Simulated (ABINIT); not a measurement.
## CdSiS3 (Pm-3m): zone-centre phonons

Aim: the zone-centre modes of CdSiS3 (Pm-3m).

Calculated with ABINIT 10.8.3; DFT PBEsol, scalar-relativistic, plane waves, PseudoDojo norm-conserving pseudopotentials.

The structure was built from a prototype and need not be the compound's stable phase.

## (1) Set-up

It takes space group Pm-3m (No. 221, cubic). Conventional cell: a = 4.390 Å, b = 4.390 Å, c = 4.390 Å, α = 90.00°, β = 90.00°, γ = 90.00°. Cd has 12 S at 3.10 Å nearest. Si has 6 S at 2.20 Å nearest. S has 2 Si at 2.20 Å and 4 Cd at 3.10 Å nearest. Farther neighbours and most contacts between anions are not listed.

## (2) A probe with smearing

A first run with smearing and empty bands tells whether the crystal has a gap, which decides between fixed occupations and smearing later on.

Contents of probe.abi:

```
# ground state
tolvrs 1.0d-08
prtden 1
prtwf 1

# basis, mesh and filling
ecut 47.0
ngkpt 4 4 4
nshiftk 1
shiftk 0.0 0.0 0.0
istwfk *1
occopt 7
tsmear 0.005
nband 30
nstep 100
diemac 9.0
prtebands 0
prtgsr 0
useylm 1

# cell and atoms
acell 8.296653578 8.296653578 8.296653578
rprim 
    1.0 0.0 0.0
    0.0 1.0 0.0
    0.0 0.0 1.0
ntypat 3
znucl 48 14 16
natom 5
typat 1 2 3 3 3
xred 
    0.0 0.0 0.0
    0.5 0.5 0.5
    0.5 0.5 0.0
    0.5 0.0 0.5
    0.0 0.5 0.5
pp_dirpath "./pseudo"
pseudos "Cd.upf, Si.upf, S.upf"
```

Launch:

```
OMP_NUM_THREADS=1 mpirun -n 4 abinit probe.abi > probe.log
```

Numbers of over 12 decimals in the logs are rounded to 6 here.

probe.abo, the main output file:

```text
[banners, grids, parts of the stress and lines that vanish by symmetry left out]
- input  file    -> probe.abi
- output file    -> probe.abo
- root for input  files -> probei
[...]
Symmetries : space group Pm -3 m (#221); Bravais cP (primitive cubic)
[...]
mpw =        8836          nfft =      157464          nkpt =          10
[...]
== DATASET  1 ==================================================================
[...]
cutoff_energies: {ecut:  47.0, pawecutdg:  -1.0, }
[...]
ETOT  1  -208.47407530230    -2.085E+02 1.368E+00 1.975E+04
 ETOT  2  -209.14866525153    -6.746E-01 1.249E-01 3.475E+04
 ETOT  3  -212.09333767656    -2.945E+00 4.761E-02 4.160E+03
 ETOT  4  -212.34265481041    -2.493E-01 1.131E-01 1.516E+03
 ETOT  5  -212.44889403842    -1.062E-01 7.222E-03 3.257E+02
[...]
ETOT 12  -212.48098807597    -8.913E-09 7.101E-04 3.405E-06
 ETOT 13  -212.48098807620    -2.314E-10 9.321E-04 9.551E-09
 At SCF step   13       vres2   =  9.55E-09 < tolvrs=  1.00E-08 =>converged.
[...]
sigma(1 1)= -2.76006783E-04  sigma(3 2)=  0.00000000E+00
  sigma(2 2)= -2.76006783E-04  sigma(3 1)=  0.00000000E+00
  sigma(3 3)= -2.76006783E-04  sigma(2 1)=  0.00000000E+00
[...]
convergence: {deltae: -2.314E-10, res2:  9.551E-09, residm:  9.321E-04, diffor: null, }
etotal    :  -2.12480988E+02
[...]
sigma(1 1)= -2.76006783E-04  sigma(3 2)=  0.00000000E+00
  sigma(2 2)= -2.76006783E-04  sigma(3 1)=  0.00000000E+00
  sigma(3 3)= -2.76006783E-04  sigma(2 1)=  0.00000000E+00
[...]
- sigma(1 1)= -8.12039992E+00  sigma(3 2)=  0.00000000E+00
- sigma(2 2)= -8.12039992E+00  sigma(3 1)=  0.00000000E+00
- sigma(3 3)= -8.12039992E+00  sigma(2 1)=  0.00000000E+00
[...]
fcart     -0.0000000000E+00 -0.0000000000E+00 -0.0000000000E+00
           strten     -2.7600678329E-04 -2.7600678329E-04 -2.7600678329E-04
================================================================================

[key lines of the parts left out:]
pressure_GPa:   8.1204E+00
```

Wall time 44 s (4 MPI ranks of Arm Neoverse V1, shared host).

Numbers from this step:

| Item | Value |
| --- | --- |
| volume per atom | 16.93 Å³ |
| pressure | 8.120 GPa |
| gap on the k-mesh | 0 eV |

No gap opens on this mesh, so smearing is kept; the printed pressure holds the stress of the finite basis too.

## (3) Rough relaxation

The typed start is rough, so a first relaxation with smearing and loose thresholds takes it towards rest cheaply.

Contents of prerelax.abi:

```
# relaxation
ionmov 2
optcell 2
dilatmx 1.15
chkdilatmx 0
ntime 40
tolmxf 3.0d-04
tolvrs 1.0d-10
prtwf 0
prtden 0
chksymtnons 0

# basis, mesh and filling
ecut 46.0
ecutsm 3.0
ngkpt 4 4 4
nshiftk 1
shiftk 0.0 0.0 0.0
istwfk *1
occopt 7
tsmear 0.005
nband 30
nstep 100
diemac 1000000.0
prtebands 0
prtgsr 0
useylm 1

# cell and atoms
acell 8.296653578 8.296653578 8.296653578
rprim 
    1.0 0.0 0.0
    0.0 1.0 0.0
    0.0 0.0 1.0
ntypat 3
znucl 48 14 16
natom 5
typat 1 2 3 3 3
xred 
    0.0 0.0 0.0
    0.5 0.5 0.5
    0.5 0.5 0.0
    0.5 0.0 0.5
    0.0 0.5 0.5
pp_dirpath "./pseudo"
pseudos "Cd.upf, Si.upf, S.upf"
```

Launch:

```
OMP_NUM_THREADS=1 mpirun -n 4 abinit prerelax.abi > prerelax.log
```

prerelax.abo, the main output file:

```text
[banners, grids, parts of the stress and lines that vanish by symmetry left out]
- input  file    -> prerelax.abi
- output file    -> prerelax.abo
- root for input  files -> prerelaxi
[...]
Symmetries : space group Pm -3 m (#221); Bravais cP (primitive cubic)
[...]
mpw =       13037          nfft =      216000          nkpt =          10
[...]
== DATASET  1 ==================================================================
[...]
cutoff_energies: {ecut:  46.0, pawecutdg:  -1.0, }
[...]
ETOT  1  -208.28019764321    -2.083E+02 1.594E+00 2.901E+04
 ETOT  2  -209.61257404913    -1.332E+00 1.746E-01 3.886E+04
 ETOT  3  -212.11486286421    -2.502E+00 8.690E-02 5.541E+03
 ETOT  4  -212.35458198216    -2.397E-01 5.415E-02 1.869E+03
 ETOT  5  -212.45482243909    -1.002E-01 1.160E-02 3.595E+02
[...]
At SCF step   15       vres2   =  9.04E-12 < tolvrs=  1.00E-10 =>converged.
[...]
ETOT 10  -212.48702649925    -9.948E-13 8.924E-05 1.442E-12
 At SCF step   10       vres2   =  1.44E-12 < tolvrs=  1.00E-10 =>converged.
[...]
sigma(1 1)= -1.48389273E-06  sigma(3 2)=  0.00000000E+00
  sigma(2 2)= -1.48389273E-06  sigma(3 1)=  0.00000000E+00
  sigma(3 3)= -1.48389273E-06  sigma(2 1)=  0.00000000E+00
[...]
convergence: {deltae: -9.948E-13, res2:  1.442E-12, residm:  8.924E-05, diffor: null, }
etotal    :  -2.12487026E+02
[...]
At Broyd/MD step   4, gradients are converged :
[...]
sigma(1 1)= -1.48389273E-06  sigma(3 2)=  0.00000000E+00
  sigma(2 2)= -1.48389273E-06  sigma(3 1)=  0.00000000E+00
  sigma(3 3)= -1.48389273E-06  sigma(2 1)=  0.00000000E+00
[...]
- sigma(1 1)= -4.36576314E-02  sigma(3 2)=  0.00000000E+00
- sigma(2 2)= -4.36576314E-02  sigma(3 1)=  0.00000000E+00
- sigma(3 3)= -4.36576314E-02  sigma(2 1)=  0.00000000E+00
[...]
fcart     -0.0000000000E+00 -0.0000000000E+00 -0.0000000000E+00
           strten     -1.4838927314E-06 -1.4838927314E-06 -1.4838927314E-06
================================================================================

[key lines of the parts left out:]
pressure_GPa:   4.3658E-02
Total energy (etotal) [Ha]= -2.12487026499248E+02
```

Wall time 3.5 min (4 MPI ranks).

Step by step:

```csv
step,energy less that of the first step (eV),largest force (eV/Å),volume (Å³)
1,0.0000,0.0000,84.63
2,-0.0933,0.0000,86.80
3,-0.1783,0.0000,91.49
4,-0.1792,0.0000,92.04
```

```csv
"conventional cell, symmetrised",before,after,change
a (Å),4.390,4.515,+2.8 %
b (Å),4.390,4.515,+2.8 %
c (Å),4.390,4.515,+2.8 %
volume (Å³/atom),16.93,18.41,+8.8 %
```

The relaxed structure:

```cif
data_structure
_symmetry_space_group_name_H-M 'P 1'
_symmetry_Int_Tables_number 1
_cell_length_a 4.5150
_cell_length_b 4.5150
_cell_length_c 4.5150
_cell_angle_alpha 90.000
_cell_angle_beta 90.000
_cell_angle_gamma 90.000
_cell_volume 92.04
loop_
_atom_site_label
_atom_site_type_symbol
_atom_site_fract_x
_atom_site_fract_y
_atom_site_fract_z
_atom_site_occupancy
Cd1 Cd 0.00000 0.00000 0.00000 1
Si2 Si 0.50000 0.50000 0.50000 1
S3 S 0.50000 0.50000 0.00000 1
S4 S 0.50000 0.00000 0.50000 1
S5 S 0.00000 0.50000 0.50000 1
```

Numbers from this step:

| Item | Value |
| --- | --- |
| volume per atom | 18.41 Å³ |
| pressure | 0.04366 GPa |

The volume changes by +8.8 % in this run and stands +8.8 % from the first cell.

## (4) Relaxation

The harmonic expansion needs vanishing forces, and a free crystal bears no stress, so cell and atoms are brought to rest. Stress is more sensitive to the basis than forces are: the last 3 Ha under the cutoff are smoothed with ecutsm, and the cutoff is raised above that of the later runs.

Contents of relax.abi:

```
# relaxation
ionmov 2
optcell 2
dilatmx 1.08
ntime 40
tolmxf 1.0d-05
tolvrs 1.0d-14
prtwf 0
prtden 0
chksymtnons 0

# basis, mesh and filling
ecut 57.0
ecutsm 3.0
ngkpt 6 6 6
nshiftk 1
shiftk 0.0 0.0 0.0
istwfk *1
occopt 7
tsmear 0.01
nband 30
nstep 100
diemac 1000000.0
prtebands 0
prtgsr 0
useylm 1

# cell and atoms
acell 8.532077912 8.532077912 8.532077912
rprim 
    1.0 0.0 0.0
    0.0 1.0 0.0
    0.0 0.0 1.0
ntypat 3
znucl 48 14 16
natom 5
typat 1 2 3 3 3
xred 
    0.0 0.0 0.0
    0.5 0.5 0.5
    0.5 0.5 0.0
    0.5 0.0 0.5
    0.0 0.5 0.5
pp_dirpath "./pseudo"
pseudos "Cd.upf, Si.upf, S.upf"
```

Launch:

```
OMP_NUM_THREADS=1 mpirun -n 4 abinit relax.abi > relax.log
```

relax.abo, the main output file:

```text
[banners, grids, parts of the stress and lines that vanish by symmetry left out]
- input  file    -> relax.abi
- output file    -> relax.abo
- root for input  files -> relaxi
[...]
Symmetries : space group Pm -3 m (#221); Bravais cP (primitive cubic)
[...]
mpw =       16176          nfft =      262144          nkpt =          20
[...]
== DATASET  1 ==================================================================
[...]
cutoff_energies: {ecut:  57.0, pawecutdg:  -1.0, }
[...]
ETOT  1  -207.76084250747    -2.078E+02 1.986E+00 3.798E+04
 ETOT  2  -209.24350269647    -1.483E+00 4.660E-01 5.097E+04
 ETOT  3  -212.02793772486    -2.784E+00 1.099E-01 8.029E+03
 ETOT  4  -212.34262063478    -3.147E-01 3.579E-02 2.557E+03
 ETOT  5  -212.46507579403    -1.225E-01 3.478E-02 4.176E+02
[...]
At SCF step   17       vres2   =  2.64E-15 < tolvrs=  1.00E-14 =>converged.
[...]
sigma(1 1)=  1.17471357E-05  sigma(3 2)=  0.00000000E+00
  sigma(2 2)=  1.17471357E-05  sigma(3 1)=  0.00000000E+00
  sigma(3 3)=  1.17471357E-05  sigma(2 1)=  0.00000000E+00
[...]
convergence: {deltae:  2.146E-11, res2:  2.640E-15, residm:  2.746E-04, diffor: null, }
etotal    :  -2.12490300E+02
[...]
ETOT  1  -212.49015348535    -2.125E+02 9.733E-03 2.935E+00
[...]
At SCF step   11       vres2   =  3.37E-16 < tolvrs=  1.00E-14 =>converged.
[...]
sigma(1 1)=  8.87902143E-06  sigma(3 2)=  0.00000000E+00
  sigma(2 2)=  8.87902143E-06  sigma(3 1)=  0.00000000E+00
  sigma(3 3)=  8.87902143E-06  sigma(2 1)=  0.00000000E+00
[...]
convergence: {deltae: -2.765E-11, res2:  3.370E-16, residm:  3.903E-04, diffor: null, }
etotal    :  -2.12490306E+02
[...]
ETOT  1  -212.48886997180    -2.125E+02 1.008E-02 2.785E+01
[...]
ETOT 10  -212.49031533244    -4.718E-12 2.131E-05 3.907E-13
 ETOT 11  -212.49031533242     2.103E-11 3.838E-05 3.302E-15
 At SCF step   11       vres2   =  3.30E-15 < tolvrs=  1.00E-14 =>converged.
[...]
sigma(1 1)= -6.09031333E-08  sigma(3 2)=  0.00000000E+00
  sigma(2 2)= -6.09031333E-08  sigma(3 1)=  0.00000000E+00
  sigma(3 3)= -6.09031333E-08  sigma(2 1)=  0.00000000E+00
[...]
convergence: {deltae:  2.103E-11, res2:  3.302E-15, residm:  3.838E-05, diffor: null, }
etotal    :  -2.12490315E+02
[...]
At Broyd/MD step   3, gradients are converged :
[...]
sigma(1 1)= -6.09031333E-08  sigma(3 2)=  0.00000000E+00
  sigma(2 2)= -6.09031333E-08  sigma(3 1)=  0.00000000E+00
  sigma(3 3)= -6.09031333E-08  sigma(2 1)=  0.00000000E+00
[...]
- sigma(1 1)= -1.79183204E-03  sigma(3 2)=  0.00000000E+00
- sigma(2 2)= -1.79183204E-03  sigma(3 1)=  0.00000000E+00
- sigma(3 3)= -1.79183204E-03  sigma(2 1)=  0.00000000E+00
[...]
fcart     -0.0000000000E+00 -0.0000000000E+00 -0.0000000000E+00
           strten     -6.0903133253E-08 -6.0903133255E-08 -6.0903133259E-08
================================================================================

[key lines of the parts left out:]
pressure_GPa:   1.7918E-03
Total energy (etotal) [Ha]= -2.12490315332415E+02
```

Elapsed: 5.1 min, on 4 MPI ranks.

The steps of the relaxation:

```csv
step,energy less that of the first step (eV),largest force (eV/Å),volume (Å³)
1,0.0000,0.0000,92.04
2,-0.0002,0.0000,91.94
3,-0.0004,0.0000,91.64
```

```csv
"conventional cell, symmetrised",before,after,change
a (Å),4.515,4.508,-0.1 %
b (Å),4.515,4.508,-0.1 %
c (Å),4.515,4.508,-0.1 %
volume (Å³/atom),18.41,18.33,-0.4 %
```

The relaxed structure:

```xyz
5
Lattice="4.5085 0.0000 0.0000 0.0000 4.5085 0.0000 0.0000 0.0000 4.5085" Properties=species:S:1:pos:R:3 pbc="T T T"
Cd    0.0000    0.0000    0.0000
Si    2.2542    2.2542    2.2542
S     2.2542    2.2542    0.0000
S     2.2542    0.0000    2.2542
S     0.0000    2.2542    2.2542
```

Numbers from this step:

- volume per atom: 18.33 Å³
- pressure: 0.001792 GPa

The volume changes by -0.4 % in this run and stands +8.3 % from the first cell.

## (5) Self-consistent run for the response

The response is built on these wavefunctions, so the potential is converged far more tightly than an energy would need. Smearing stays on, as the first look found no gap above 0.3 eV.

Contents of gs.abi:

```
# ground state
tolvrs 1.0d-16
prtden 1
prtwf 1

# basis, mesh and filling
ecut 47.0
ngkpt 6 6 6
nshiftk 1
shiftk 0.0 0.0 0.0
istwfk *1
occopt 7
tsmear 0.01
nband 30
nstep 100
diemac 1000000.0
prtebands 0
prtgsr 0
useylm 1

# cell and atoms
acell 8.519802814 8.519802814 8.519802814
rprim 
    1.0 0.0 0.0
    0.0 1.0 0.0
    0.0 0.0 1.0
ntypat 3
znucl 48 14 16
natom 5
typat 1 2 3 3 3
xred 
    0.0 0.0 0.0
    0.5 0.5 0.5
    0.5 0.5 0.0
    0.5 0.0 0.5
    0.0 0.5 0.5
pp_dirpath "./pseudo"
pseudos "Cd.upf, Si.upf, S.upf"
```

Launch:

```
OMP_NUM_THREADS=1 mpirun -n 4 abinit gs.abi > gs.log
```

gs.abo, the main output file:

```text
[banners, grids, parts of the stress and lines that vanish by symmetry left out]
- input  file    -> gs.abi
- output file    -> gs.abo
- root for input  files -> gsi
[...]
Symmetries : space group Pm -3 m (#221); Bravais cP (primitive cubic)
[...]
mpw =        9570          nfft =      157464          nkpt =          20
[...]
== DATASET  1 ==================================================================
[...]
cutoff_energies: {ecut:  47.0, pawecutdg:  -1.0, }
[...]
ETOT  1  -208.18509444394    -2.082E+02 1.747E+00 2.060E+04
 ETOT  2  -209.65284550874    -1.468E+00 1.787E-01 2.666E+04
 ETOT  3  -212.08475773195    -2.432E+00 5.278E-02 4.293E+03
 ETOT  4  -212.36030967694    -2.756E-01 2.276E-02 1.336E+03
 ETOT  5  -212.47735947717    -1.170E-01 6.643E-03 1.265E+02
[...]
ETOT 17  -212.49007510495     3.411E-13 3.715E-04 2.900E-16
 ETOT 18  -212.49007510494     8.754E-12 2.665E-03 3.168E-17
 At SCF step   18       vres2   =  3.17E-17 < tolvrs=  1.00E-16 =>converged.
[...]
sigma(1 1)=  6.39623866E-06  sigma(3 2)=  0.00000000E+00
  sigma(2 2)=  6.39623866E-06  sigma(3 1)=  0.00000000E+00
  sigma(3 3)=  6.39623866E-06  sigma(2 1)=  0.00000000E+00
[...]
convergence: {deltae:  8.754E-12, res2:  3.168E-17, residm:  2.665E-03, diffor: null, }
etotal    :  -2.12490075E+02
[...]
sigma(1 1)=  6.39623866E-06  sigma(3 2)=  0.00000000E+00
  sigma(2 2)=  6.39623866E-06  sigma(3 1)=  0.00000000E+00
  sigma(3 3)=  6.39623866E-06  sigma(2 1)=  0.00000000E+00
[...]
- sigma(1 1)=  1.88183838E-01  sigma(3 2)=  0.00000000E+00
- sigma(2 2)=  1.88183838E-01  sigma(3 1)=  0.00000000E+00
- sigma(3 3)=  1.88183838E-01  sigma(2 1)=  0.00000000E+00
[...]
fcart     -0.0000000000E+00 -0.0000000000E+00 -0.0000000000E+00
           strten      6.3962386595E-06  6.3962386595E-06  6.3962386595E-06
================================================================================

[key lines of the parts left out:]
pressure_GPa:  -1.8818E-01
```

It took 97 s on 4 MPI ranks.

Read from the output:

```
pressure : -0.1882 GPa
```

The cell stands at -0.19 GPa: the relaxation ran with a smoothed and higher cutoff, and the difference is a stress of the finite basis.

[end of part 1 of 4]

[Host names and launcher messages were left out of these logs when they were recorded.]

[Logs are printed without paths, hosts, clocks, repeated set-up lines and the standing remarks that a program may print on its own settings, such as how far it seeks lower states.]

[Hosts, paths, dates, database ids (printed as entryN), source tags and the programs' standing remarks are cut or masked in the printed files.]
